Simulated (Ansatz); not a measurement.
# ZrSeS monolayer, Janus: modes against uniaxial strain along the armchair direction, normal to a, with the width clamped, part 2 of 2

Aim: how do the optical modes of ZrSeS monolayer, Janus shift and split under this strain?

Ansatz 0.2.0; DFT PBEsol, scalar-relativistic, plane waves, PAW; PAW set soft_1.

So far, highest optical mode at the zone centre (no LO-TO term) (cm⁻¹): step 6 (modes at rest) 319; step 8 (strain 5 %) 302.

### 9. Relaxation of a member: uniaxial strain of -3 % along the armchair direction, normal to a, with the width clamped (continued)

Step by step:

| step | energy less that of the first step (eV) | largest force component (eV/Å) |
| --- | --- | --- |
| 1 | 0.0000 | 0.1030 |
| 2 | 0.0011 | 0.1919 |
| 3 | -0.0011 | 0.0130 |
| 4 | -0.0011 | 0.0072 |
| 5 | -0.0012 | 0.0020 |
| 6 | -0.0012 | 0.0001 |

Relaxation step 2 was tried and not accepted.

The run keeps the 2 symmetry operations that it works with, so distortions that break them were not tested.

The atoms that moved most (Å):

| atom | dx | dy | dz | length |
| --- | --- | --- | --- | --- |
| S2 | 0.000 | 0.007 | 0.009 | 0.011 |
| Se3 | 0.000 | -0.005 | -0.008 | 0.010 |

The relaxed structure:

```xyz
3
Lattice="3.6853 0.0000 0.0000 -1.8427 3.0958 0.0000 0.0000 0.0000 30.0000" Properties=species:S:1:pos:R:3
Zr    0.0000   -0.0050   10.0467
S     0.0000    2.0830   11.4642
Se    1.8427    1.0179    8.3890
```

Numbers from this step:

```yaml
gap_on_the_k_mesh: 0.2564 eV
area_per_atom: 3.803 Å²
```

The largest force component left is 0.094 meV/Å.

### 10. Modes of this member: uniaxial strain of -3 % along the armchair direction, normal to a, with the width clamped

The zone-centre modes follow for uniaxial strain of -3 % along the armchair direction, normal to a, with the width clamped.

File input.yaml:

```yaml
crystal:
  lattice:
    - [3.685334151, 0.0, 0.0]
    - [-1.8426670755, 3.0958452062, 0.0]
    - [0.0, 0.0, 30.0]
  atoms:
    - { symbol: Zr, position: [-0.0008142801, -0.0016285602, 0.3348916038] }
    - { symbol: S, position: [0.3364156922, 0.6728313844, 0.3821402557] }
    - { symbol: Se, position: [0.6643985879, 0.3287971757, 0.2796348071] }
  periodic: [true, true, false]
kpoints:
  mp_grid: { grid: [12, 12, 1] }
hamiltonian:
  xc: pbesol
  pseudopotentials: { kind: paw, azcp: { folder: soft_1 }, xc_functional: pbe }
scf:
  occupations: { method: fixed }
output:
  eigenvalues: true
phonons:
  method: dfpt
```

Launch:

```console
$ ansatz run input.yaml --threads 4 --pin off --max-ram 16384MiB --backend cpu --events-out ev --progress --plain --runs-dir out
```

It took 2 min on 4 threads of Arm Neoverse V1, shared host; peak memory 1.5 GiB; 7.6 min of CPU time.

This step gave:

* sum-rule residual before enforcement: 2.79e-4 eV/Å²
* highest optical mode at the zone centre (no LO-TO term): 330.0 cm⁻¹
* lowest optical zone-centre mode: 112.7 cm⁻¹

Without the LO-TO term. Patterns of degenerate modes are one choice out of their space. The modes at Γ (shares of kinetic energy by element, %):

| mode | frequency (cm⁻¹) | symmetry | Zr % | S % | Se % |
| --- | --- | --- | --- | --- | --- |
| 1 | 0.0 | acoustic | 45 | 16 | 39 |
| 2 | 0.0 | acoustic | 45 | 16 | 39 |
| 3 | 0.0 | acoustic | 45 | 16 | 39 |
| 4 | 112.7 | A' | 49 | 0 | 51 |
| 5 | 113.3 | A'' | 48 | 0 | 52 |
| 6 | 223.5 | A' | 6 | 84 | 10 |
| 7 | 225.1 | A'' | 7 | 84 | 9 |
| 8 | 233.0 | A' | 21 | 19 | 60 |
| 9 | 330.0 | A' | 33 | 65 | 1 |

Displacements in mode 4 (112.7 cm⁻¹), the largest set to 1:
```
Zr1  0.00 -0.91  0.05
S2   0.00  0.12  0.00
Se3  0.00  1.00 -0.06
```

Displacements in mode 9 (330.0 cm⁻¹), the largest set to 1:
```
Zr1  0.00 -0.02 -0.42
S2   0.00  0.05  1.00
Se3  0.00  0.01  0.08
```

The lowest optical mode is real, 113 cm⁻¹, and the highest lies at 330.0 cm⁻¹.

For the highest optical mode at the zone centre (no LO-TO term), step 6 gave 319 cm⁻¹; this run, with strain -3 %, gives 330 cm⁻¹ (+3 %).

### 11. All members side by side

The members are set side by side, also those not shown above.

Energies are extrapolated to zero smearing, and E0 is that at rest; the cell is clamped and the atoms are relaxed. State of the crystal along the series:

| strain (%) | E - E0 (meV/atom) | gap on mesh (eV) |
| --- | --- | --- |
| -3 | 8.301 | 0.2564 |
| -2 | 3.642 | 0.365 |
| -1 | 0.8985 | 0.4704 |
| 0 | 0 | 0.5727 |
| 1 | 0.8751 | 0.5973 |
| 2 | 3.45 | 0.6212 |
| 3 | 7.649 | 0.6444 |
| 4 | 13.4 | 0.667 |
| 5 | 20.62 | 0.6891 |

Optical modes are counted from below at rest and tracked from member to member by their patterns, and modes that stay within 0.3 cm⁻¹ of each other stand once; labels, where given, are those at rest, then, where named, those of the strained cell; the cell is clamped and the atoms are relaxed. Optical modes along the series:

| strain (%) | optical mode 1 E to A' single part (cm⁻¹) | optical mode 2 E to A'' single part (cm⁻¹) | optical mode 3 E to A' single part (cm⁻¹) | optical mode 4 E to A'' single part (cm⁻¹) | optical mode 5 A1 to A' (cm⁻¹) | optical mode 6 A1 to A' (cm⁻¹) |
| --- | --- | --- | --- | --- | --- | --- |
| -3 | 112.7 | 113.3 | 223.5 | 225.1 | 233 | 330 |
| -2 | 114.9 | 114.9 | 223.8 | 224.4 | 231.2 | 326.5 |
| -1 | 116.1 | 116 | 223.7 | 223.7 | 229.4 | 323 |
| 0 | 116.6 | 116.6 | 223.1 | 223.1 | 227.6 | 319.4 |
| 1 | 116.3 | 116.8 | 222.1 | 222.4 | 225.8 | 315.9 |
| 2 | 115.3 | 116.7 | 220.9 | 221.7 | 224.1 | 312.5 |
| 3 | 113.8 | 116.3 | 219.2 | 220.9 | 222.4 | 309.1 |
| 4 | 111.6 | 115.6 | 217.3 | 220.2 | 220.7 | 305.7 |
| 5 | 108.8 | 114.7 | 215.2 | 219.4 | 219.1 | 302.4 |

Value and slope at zero strain of a cubic (a lower polynomial where under five rows exist) through the rows within 2 % of rest. Slopes at rest:

| mode | frequency (cm⁻¹) | shift per percent of strain (cm⁻¹) |
| --- | --- | --- |
| optical mode 1 E to A' single part | 116.6 | 0.09 |
| optical mode 2 E to A'' single part | 116.6 | 0.39 |
| optical mode 3 E to A' single part | 223.1 | -0.79 |
| optical mode 4 E to A'' single part | 223.1 | -0.61 |
| optical mode 5 A1 to A' | 227.6 | -1.8 |
| optical mode 6 A1 to A' | 319.5 | -3.53 |

### 12. Outcome

- members: 9
- highest optical mode at the zone centre (no LO-TO term), at rest: 319.4 cm⁻¹
- optical mode 3 E to A' single part, shift per percent: -0.79 cm⁻¹
- optical mode 4 E to A'' single part, shift per percent: -0.61 cm⁻¹
- optical mode 5 A1 to A', shift per percent: -1.80 cm⁻¹
- optical mode 6 A1 to A', shift per percent: -3.53 cm⁻¹

In words: The strain lowers the symmetry: the level at 223.1 cm⁻¹ splits, into 215.2 and 219.4 cm⁻¹ at +5 %. Within 2 % of rest optical mode 1 E to A' single part, optical mode 2 E to A'' single part and optical mode 3 E to A' single part bend away from a straight line, so a single slope holds only near rest. The fastest shift in the table of slopes is -3.5 cm⁻¹ for each percent (optical mode 6 A1 to A'). The width is clamped, so the contraction across the strain that a free sheet shows is left out. These are harmonic frequencies at zero temperature: anharmonic shifts, linewidths and thermal expansion are left out. The starting cell was built on a prototype and not taken from a measurement. The PAW files were made for PBE; the program adapts parts of them to the functional of the run, but their partial waves stay those of PBE, an approximation that was not tested in this session. Only the zone centre was solved, so an instability at another wavevector cannot show here. In a sheet the LO-TO splitting vanishes at the zone centre, so no such term is missing here.

[Logs are printed without paths, hosts, clocks, repeated set-up lines and the standing remarks that a program may print on its own settings, such as how far it seeks lower states.]

[Hosts, paths, dates, database ids (printed as entryN), source tags and the programs' standing remarks are cut or masked in the printed files.]
